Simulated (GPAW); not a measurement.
# As K-edge XANES of zinc-blende (GaAs)₁₋ₓ(AlAs)ₓ at x = 0.75, part 2 of 3

What does the As K edge look like in zinc-blende (GaAs)₁₋ₓ(AlAs)ₓ at x = 0.75?

GPAW 26.7.0; X-ray absorption from dipole matrix elements to empty bands, plane-wave PAW PBE.

So far. Step 3 (The field without a hole): The mesh shows a gap of 1.16 eV. The excited electron is kept all the same, so that all members of the series, with or without a gap, are treated alike.

## 5. Spectrum with XCH, As atom 2

The holes are 8.0 Å apart. In GPAW the data set carries the hole's charge, so charge=0 means a charged cell and charge=-1 a neutral one. The excited electron is kept in the cell, where it fills the lowest empty states and screens the hole. After the field has converged, empty bands are computed with the density fixed and the dipole matrix elements are summed.

The absorber has 3 Al at 2.44 Å and 1 Ga at 2.46 Å (tetrahedral).

File xas.py:

```python
import numpy as np
from ase import Atoms
from ase.parallel import parprint, paropen
from gpaw import GPAW, PW, FermiDirac, Mixer, MixerDif, setup_paths
from gpaw.test import gen
setup_paths.insert(0, '.')
gen('As', name='fch1s', xcname='PBE', corehole=(1, 0, 1), write_xml=True)
from gpaw.mpi import world
world.barrier()

atoms = Atoms('GaAsAlAsAlAsAlAsAlAsAlAsAlAsGaAs',
    cell=[[0, 5.659, 5.659],
     [5.659, 0, 5.659],
     [5.659, 5.659, 0]],
    scaled_positions=[[0.9998209, 0.0009551, 0.9994719],
     [0.1289449, 0.1239114, 0.1243546],
     [0.9991002, 0.0003839, 0.4982148],
     [0.1240896, 0.1256095, 0.6228305],
     [0.0016356, 0.4982336, 0.9986934],
     [0.1245367, 0.6239721, 0.1249662],
     [0.0005196, 0.4997067, 0.4992392],
     [0.1234408, 0.6262295, 0.6244361],
     [0.5034068, 0.0005977, 0.9993826],
     [0.6231005, 0.1273464, 0.1269584],
     [0.4981977, 0.0004813, 0.5015289],
     [0.6250697, 0.1241971, 0.6251179],
     [0.4986996, 0.5020027, 0.0003476],
     [0.6272749, 0.626103, 0.122105],
     [0.5004375, 0.5014216, 0.4991938],
     [0.6259478, 0.6260819, 0.6259075]],
    pbc=True)
atoms.calc = calc = GPAW(legacy_gpaw=True, mode=PW(400, force_complex_dtype=True), xc='PBE', setups={1: 'fch1s'},
    kpts={'size': (3, 3, 3), 'gamma': True}, occupations=FermiDirac(0.04),
    charge=-1, mixer=Mixer(0.1, 5, 50), maxiter=150,
    convergence={'density': 0.0001, 'eigenstates': 1e-6}, txt='scf.txt')
energy = atoms.get_potential_energy() + calc.get_reference_energy()
ef = calc.get_fermi_level()
out = dict(energy=energy, fermi=ef, forces=atoms.get_forces().tolist())
parprint(f'all-electron energy {energy:.4f} eV, Fermi level {ef:.4f} eV')
ev = np.array([[calc.get_eigenvalues(k, s) for k in range(len(calc.get_ibz_k_points()))] for s in range(calc.get_number_of_spins())])
out['homo'], out['lumo'], out['counts'] = ev[ev < ef].max(), ev[ev > ef].min(), sorted(set((ev < ef).sum((0, 2)).tolist()))
out['filled'] = (ev[:, 0] < ef).sum(1).tolist()

from ase.units import Ha
from gpaw.xas import dipole_matrix_elements
nb = int(calc.get_number_of_electrons() / 2) + 185
top, nb = nb, nb + 8 + nb // 12
nscf = calc.fixed_density(kpts={'size': (4, 4, 4), 'gamma': True}, nbands=nb,
    convergence={'bands': top, 'eigenstates': 5e-3}, maxiter=60, txt='nscf.txt')
cell = atoms.cell.array
ops = [cell.T @ U.T @ np.linalg.inv(cell.T) for U in nscf.wfs.kd.symmetry.op_scc]
filled = [32]  # bands filled in the ground state, by spin
E = np.arange(-6, 30, 0.1)
fwhm = np.interp(E, [4, 25], [2.14, 3.5])
Y, X, zero, highest = 0, 0, 1e9, 1e9
for spin in range(nscf.get_number_of_spins()):
    wfs = nscf.wfs
    mine = wfs.bd.get_slice()  # this rank's bands
    A = dipole_matrix_elements(wfs.setups[1])
    eps = np.zeros((wfs.kd.nibzkpts, nb))
    d = np.zeros((3, A.shape[1], wfs.kd.nibzkpts, nb), complex)
    for kpt in wfs.kpt_u:
        if kpt.s == spin and 1 in kpt.P_ani:
            eps[kpt.k, mine] = kpt.eps_n * Ha
            d[:, :, kpt.k, mine] = (kpt.weight * wfs.nspins / 2) ** 0.5 * np.inner(A, kpt.P_ani[1])
    world.sum(eps)
    world.sum(d)
    T = np.einsum('amkn,bmkn->abkn', d, d.conj()).real
    T = sum(np.einsum('ai,ijkn,bj->abkn', R, T, R) for R in ops) / len(ops)
    empty = np.ones_like(eps, bool) & (np.arange(nb) >= filled[spin])
    zero, highest = min(zero, eps[empty].min()), min(highest, eps[:, top - 1].min())
    lines = [(eps, T, empty)] if spin == 0 else lines + [(eps, T, empty)]
for eps, T, empty in lines:
    f = np.einsum('aakn->akn', T).reshape(3, -1)
    x = eps.ravel() - zero
    w = np.interp(x, E, fwhm) / 2.35482
    g = np.exp(-0.5 * ((E[:, None] - x) / w) ** 2) / (w * (2 * np.pi) ** 0.5)
    Y = Y + (f * empty.ravel()) @ g.T
    X = X + (f * ~empty.ravel()) @ g.T
out.update(E=E.round(2).tolist(), xas=Y.tolist(), xes=X.tolist(), zero=zero, valid=highest - zero, nk=len(eps), nb=nb)
for i in range(0, len(E), 10):
    parprint(f'{E[i]:7.2f}', *(f'{v:10.3e}' for v in Y[:, i]))
import json
with paropen('out.json', 'w') as f:
    json.dump(out, f)
```

Started as:

```console
> OMP_NUM_THREADS=1 mpirun -n 4 gpaw python xas.py
```

Numbers of over 12 decimals in the logs are rounded to 6 here.

The log of the run:

```text
Input parameters:
  charge: -1
  convergence: {density: 0.0001,
                eigenstates: 1e-06}
  kpts: {gamma: True,
         size: (3, 3, 3)}
  maxiter: 150
  mixer: {backend: pulay,
          beta: 0.1,
          method: separate,
          nmaxold: 5,
          weight: 50}
  mode: {ecut: 400.0,
         force_complex_dtype: True,
         name: pw}
  occupations: {fixmagmom: False,
                name: fermi-dirac,
                width: 0.04}
  setups: {1: fch1s}
  xc: PBE

Initialize ...

[... PAW data sets ...]

Reference energy: -625502.067166  # eV

Spin-paired calculation

[... convergence settings ...]
Symmetries present (total): 1
  [... symmetry matrices ...]

27 k-points: 3 x 3 x 3 Monkhorst-Pack grid
14 k-points in the irreducible part of the Brillouin zone
       k-points in crystal coordinates                weights
   0:     0.00000000    0.00000000    0.00000000          1/27
   1:     0.00000000    0.00000000    0.33333333          2/27
   2:     0.00000000    0.33333333   -0.33333333          2/27
   3:     0.00000000    0.33333333    0.00000000          2/27
   4:     0.00000000    0.33333333    0.33333333          2/27
   5:     0.33333333   -0.33333333   -0.33333333          2/27
   6:     0.33333333   -0.33333333    0.00000000          2/27
   7:     0.33333333   -0.33333333    0.33333333          2/27
   8:     0.33333333    0.00000000   -0.33333333          2/27
   9:     0.33333333    0.00000000    0.00000000          2/27
          ...
  13:     0.33333333    0.33333333    0.33333333          2/27

Wave functions: Plane wave expansion
  Cutoff energy: 400.000 eV
  Number of coefficients (min, max): 6573, 6615
  Pulay-stress correction: 0.000000 eV/Ang^3 (de/decut=0.000000)
  Using FFTW library
  Wavefunction extrapolation:
    Improved wavefunction reuse through dual PAW basis

Occupation numbers: Fermi-Dirac:
  width: 0.0400  # eV

Eigensolver
   Davidson(niter=2)

Densities:
  Coarse grid: 40*40*40 grid
  Fine grid: 80*80*80 grid
  Total Charge: 0.000000

Density mixing:
  Method: separate
  Backend: pulay
  Linear mixing parameter: 0.1
  old densities: 5
  Width of damping distribution: 1.1
  Damping of long wavelength oscillations: 50

[... Hamiltonian set-up ...]
Number of atoms: 16
Number of atomic orbitals: 64
Number of bands in calculation: 43
Number of valence electrons: 65
Bands to converge: occupied

... initialized

Initializing position-dependent things.

Density initialized from atomic densities
Creating initial wave functions:
  43 bands from LCAO basis set

                        Ga
               Al        As
                As
                    Ga
                  As
            Al        Al
         As            As
             Al            Al
              As
                AsAl

       As

Atomic positions and initial magnetic moments

Positions:
   0 Ga     5.661416   11.313998    5.663391    ( 0.0000,  0.0000,  0.0000)
   1 As     1.404937    1.433422    1.430914    ( 0.0000,  0.0000,  0.0000)
   2 Al     2.821570    8.473306    5.656081    ( 0.0000,  0.0000,  0.0000)
   3 As     4.235422    4.226821    1.413047    ( 0.0000,  0.0000,  0.0000)
   4 Al     8.471110    5.660862    2.828760    ( 0.0000,  0.0000,  0.0000)
   5 As     4.238242    1.411937    4.235811    ( 0.0000,  0.0000,  0.0000)
   6 Al     5.653035    2.828135    2.830781    ( 0.0000,  0.0000,  0.0000)
[...]
13 As     4.234109    4.240741    7.092866    ( 0.0000,  0.0000,  0.0000)
  14 Ga     5.662483    5.656914    5.669521    ( 0.0000,  0.0000,  0.0000)
  15 As     7.085008    7.084249    7.085236    ( 0.0000,  0.0000,  0.0000)

Unit cell:
           periodic     x           y           z      points  spacing
  1. axis:    yes    0.000000    5.659000    5.659000    40     0.1634
  2. axis:    yes    5.659000    0.000000    5.659000    40     0.1634
  3. axis:    yes    5.659000    5.659000    0.000000    40     0.1634

  Lengths:   8.003035   8.003035   8.003035
  Angles:   60.000000  60.000000  60.000000

Effective grid spacing dv^(1/3) = 0.1782

iter:   1   -84.226796
iter:   2   -83.079864   -2.03  -0.84
iter:   3   -81.661097   -1.53  -0.89
iter:   4   -81.639352   -2.73  -1.14
iter:   5   -81.663883c  -2.82  -1.30
iter:   6   -81.674311   -2.84  -1.88
iter:   7   -81.644671c  -3.12  -2.05
iter:   8   -81.645043c  -3.93  -2.56
iter:   9   -81.641983c  -4.27  -2.48
iter:  10   -81.642031c  -5.58  -3.05
iter:  11   -81.642070c  -5.31  -3.08
iter:  12   -81.642031c  -5.50  -3.14
iter:  13   -81.642024c  -7.31c -3.62
iter:  14   -81.642014c  -7.00c -3.75
iter:  15   -81.642027c  -7.33c -3.90
iter:  16   -81.642006c  -7.38c -4.17c

Converged after 16 iterations.

Dipole moment: (-27.385689, -27.137944, -27.671929) |e|*Ang

Energy contributions relative to reference atoms: (reference = -625502.067166)

Kinetic:       +186.901927
Potential:     -169.194060
External:        +0.000000
XC:             -99.244957
Entropy (-ST):   -0.010604
Local:           -0.099613
SIC:             +0.000000
--------------------------
Free energy:    -81.647308
Extrapolated:   -81.642006

Showing only first 2 kpts
 Kpt  Band  Eigenvalues  Occupancy
  0    30      4.40416    2.00000
  0    31      4.40792    2.00000
  0    32      5.22565    2.00000
  0    33      5.77082    1.99965

  1    30      4.14224    2.00000
  1    31      4.14405    2.00000
  1    32      5.95807    1.96307
[...]
Fermi level: 6.11700

No gap
No difference between direct/indirect transitions

Forces in eV/Ang:
  0 Ga   -0.59607   -0.59514   -0.61605
  1 As    0.21827    0.18078    0.21515
  2 Al    0.51510    0.52243   -0.32627
  3 As   -0.09519   -0.08616    0.11278
  4 Al    0.52119   -0.32417    0.50960
  5 As   -0.09985    0.10800   -0.08610
  6 Al   -0.00440   -0.07546   -0.05962
[...]
13 As   -0.01309   -0.03132   -0.07829
 14 Ga    0.05489    0.06249    0.06077
 15 As    0.02824    0.01929    0.02451
Scalar-relativistic atomic PBE calculation for As (Arsenic, Z=33)
Core hole in 1s state (1s occupation: 1.0)
600 radial gridpoints.
|------------------------------------------------|
|------------------------------------------------|
[... the atom generator's iteration count ...]

Energy contributions:
-------------------------
Kinetic:    +1851.248669
XC:           -73.531634
Potential:  -3600.166259
-------------------------
Total:      -1822.449223

state      eigenvalue         ekin         rmax
-----------------------------------------------
1s^1.0 :  -445.263957   560.000236        0.030
2s^2.0 :   -58.288052   111.893877        0.167
2p^6.0 :   -52.217924   110.227557        0.132
3s^2.0 :    -8.061247    26.339154        0.508
3p^6.0 :    -5.996830    24.149555        0.501
3d^10.0:    -2.360744    19.310469        0.452
4s^2.0 :    -0.971867     3.776914        1.511
4p^3.0 :    -0.567835     2.620394        1.753
-----------------------------------------------
(units: Bohr and Hartree)

Generating PAW setup
Kinetic energy of the core from tauc = 1855.494658
Cutoffs:
rc(s)=2.000
rc(p)=2.000
rc(d)=2.000
rc(vbar)=1.800
rc(comp)=2.000
rc(nct)=2.000

Kinetic energy of the core states: 1835.833659
Charge: 1.0
Core electrons: 27.0
Valence electrons: 5.0
Pseudo-core charge: 0.751850
Shape function alpha=2.500
Pseudo-electron charge 6.366203
state    eigenvalue         norm
--------------------------------
4s(2) :    -0.971867     1.258173
*s    :     0.028133
4p(3) :    -0.567835     1.032669
*p    :     0.432165
*d    :     0.000000
--------------------------------

Diagonalizing with gridspacing h=0.050

state   all-electron     PAW
-------------------------------
4s:      -0.971867    -0.972276
4p:      -0.567835    -0.568225
*d:                   -0.128592
*f:                   -0.019690
-------------------------------
all-electron energy -625583.7092 eV, Fermi level 6.1170 eV
[...]
27.00  1.046e-07  1.041e-07  1.039e-07
  28.00  8.188e-08  8.141e-08  8.127e-08
  29.00  6.468e-08  6.433e-08  6.429e-08
```

Run time: 3.9 min. Hardware: 4 MPI ranks of Intel Xeon Platinum 8488C (Sapphire Rapids), shared host; peak memory 0.72 GiB.

The As K spectrum, As atom 2, excited-electron core hole (neutral cell) (energy from the bottom of the conduction band, which holds the excited electron; intensity scaled to a mean of 1 over the first 20 eV):

| E (eV) | intensity |
| --- | --- |
| -2.0 | 0.00 |
| -1.5 | 0.01 |
| -1.0 | 0.02 |
| -0.5 | 0.08 |
| 0.0 | 0.19 |
| 0.5 | 0.38 |
| 1.0 | 0.62 |
| 1.5 | 0.83 |
| 2.0 | 0.97 |
| 2.5 | 1.05 |
| 3.0 | 1.15 |
| 3.5 | 1.29 |
| 4.0 | 1.39 |
| 4.5 | 1.39 |
| 5.0 | 1.33 |
| 5.5 | 1.30 |
| 6.0 | 1.32 |
| 6.5 | 1.36 |
| 7.0 | 1.36 |
| 7.5 | 1.29 |
| 8.0 | 1.20 |
| 8.5 | 1.13 |
| 9.0 | 1.06 |
| 9.5 | 0.98 |
| 10.0 | 0.91 |
| 10.5 | 0.85 |
| 11.0 | 0.82 |
| 11.5 | 0.84 |
| 12.0 | 0.88 |
| 12.5 | 0.93 |
| 13.0 | 0.96 |
| 13.5 | 0.96 |
| 14.0 | 0.91 |
| 14.5 | 0.86 |
| 15.0 | 0.81 |
| 15.5 | 0.81 |
| 16.0 | 0.83 |
| 16.5 | 0.88 |
| 17.0 | 0.93 |
| 17.5 | 0.95 |
| 18.0 | 0.95 |
| 18.5 | 0.93 |
| 19.0 | 0.91 |
| 19.5 | 0.91 |
| 20.0 | 0.92 |
| 20.5 | 0.93 |
| 21.0 | 0.93 |
| 21.5 | 0.91 |
| 22.0 | 0.88 |
| 22.5 | 0.86 |
| 23.0 | 0.86 |
| 23.5 | 0.89 |
| 24.0 | 0.95 |
| 24.5 | 1.02 |
| 25.0 | 1.08 |
| 25.5 | 1.11 |
| 26.0 | 1.10 |
| 26.5 | 1.04 |
| 27.0 | 0.95 |

Main maxima below 26 eV (height): 4.2 eV (1.40), 6.8 eV (1.37), 13.2 eV (0.96), 17.6 eV (0.96), 20.8 eV (0.93) and 25.6 eV (1.11). A K edge sees empty p states on the absorber.

The energy difference (zero at 11902 eV) isn't read as a photon energy: for so heavy an absorber the terms left out (the hole's spin, the functional's error) amount to tens of eV or more.

## 6. Cell without a hole, the energy reference

The absorbing element, whose data set is made anew, changes for the next run, so it gets a reference energy of its own.

File scf.py:

```python
import numpy as np
from ase import Atoms
from ase.parallel import parprint, paropen
from gpaw import GPAW, PW, FermiDirac, Mixer, MixerDif, setup_paths
from gpaw.test import gen
setup_paths.insert(0, '.')
gen('Ga', name='nch1s', xcname='PBE', corehole=(1, 0, 0), write_xml=True)
from gpaw.mpi import world
world.barrier()

atoms = Atoms('GaAsAlAsAlAsAlAsAlAsAlAsAlAsGaAs',
    cell=[[0, 5.659, 5.659],
     [5.659, 0, 5.659],
     [5.659, 5.659, 0]],
    scaled_positions=[[0.9998209, 0.0009551, 0.9994719],
     [0.1289449, 0.1239114, 0.1243546],
     [0.9991002, 0.0003839, 0.4982148],
     [0.1240896, 0.1256095, 0.6228305],
     [0.0016356, 0.4982336, 0.9986934],
     [0.1245367, 0.6239721, 0.1249662],
     [0.0005196, 0.4997067, 0.4992392],
     [0.1234408, 0.6262295, 0.6244361],
     [0.5034068, 0.0005977, 0.9993826],
     [0.6231005, 0.1273464, 0.1269584],
     [0.4981977, 0.0004813, 0.5015289],
     [0.6250697, 0.1241971, 0.6251179],
     [0.4986996, 0.5020027, 0.0003476],
     [0.6272749, 0.626103, 0.122105],
     [0.5004375, 0.5014216, 0.4991938],
     [0.6259478, 0.6260819, 0.6259075]],
    pbc=True)
atoms.calc = calc = GPAW(legacy_gpaw=True, mode=PW(400, force_complex_dtype=True), xc='PBE', setups={0: 'nch1s'},
    kpts={'size': (3, 3, 3), 'gamma': True}, occupations=FermiDirac(0.02),
    charge=0, mixer=Mixer(0.1, 5, 50), maxiter=150,
    convergence={'density': 0.0001, 'eigenstates': 1e-6}, txt='scf.txt')
energy = atoms.get_potential_energy() + calc.get_reference_energy()
ef = calc.get_fermi_level()
out = dict(energy=energy, fermi=ef, forces=atoms.get_forces().tolist())
parprint(f'all-electron energy {energy:.4f} eV, Fermi level {ef:.4f} eV')
ev = np.array([[calc.get_eigenvalues(k, s) for k in range(len(calc.get_ibz_k_points()))] for s in range(calc.get_number_of_spins())])
out['homo'], out['lumo'], out['counts'] = ev[ev < ef].max(), ev[ev > ef].min(), sorted(set((ev < ef).sum((0, 2)).tolist()))
out['filled'] = (ev[:, 0] < ef).sum(1).tolist()
import json
with paropen('out.json', 'w') as f:
    json.dump(out, f)
```

Started as:

```console
> OMP_NUM_THREADS=1 mpirun -n 4 gpaw python scf.py
```

The log of the run:

```text
Input parameters:
  convergence: {density: 0.0001,
                eigenstates: 1e-06}
  kpts: {gamma: True,
         size: (3, 3, 3)}
  maxiter: 150
  mixer: {backend: pulay,
          beta: 0.1,
          method: separate,
          nmaxold: 5,
          weight: 50}
  mode: {ecut: 400.0,
         force_complex_dtype: True,
         name: pw}
  occupations: {fixmagmom: False,
                name: fermi-dirac,
[...]
4s(2) :    -0.328732     1.135119
*s    :     0.671268
4p(1) :    -0.094810     1.011555
*p    :     0.905190
*d    :     0.000000
--------------------------------

Diagonalizing with gridspacing h=0.050

state   all-electron     PAW
-------------------------------
4s:      -0.328732    -0.328886
4p:      -0.094810    -0.094897
*d:                    0.028969
*f:                    0.063419
-------------------------------
all-electron energy -637486.0991 eV, Fermi level 4.9527 eV
[key lines of the parts left out:]
Converged after 14 iterations.
Dipole moment: (-26.517693, -26.296382, -26.828066) |e|*Ang
Free energy:    -72.426924
Fermi level: 4.95268
```

The job ended after 32 s (4 MPI ranks; peak memory 0.33 GiB; 2.1 min of CPU time).

Reference energy: -637486.099 eV with the cores included.

[end of part 2 of 3]

[Banner, clock and machine lines of the logs are left out without a mark of their own.]

[Logs are printed without paths, hosts, clocks, repeated set-up lines and the standing remarks that a program may print on its own settings, such as how far it seeks lower states.]

[Hosts, paths, dates, database ids (printed as entryN), source tags and the programs' standing remarks are cut or masked in the printed files.]

[Lists of maxima count a maximum above −3 eV only where it reaches 4 % of the highest in the window and stands out from its surroundings by 2 % of it (1.5 % where it reaches 55 %); shoulders and weaker maxima are passed over, and of the rest the first, up to two pre-edge ones and the few strongest are named.]
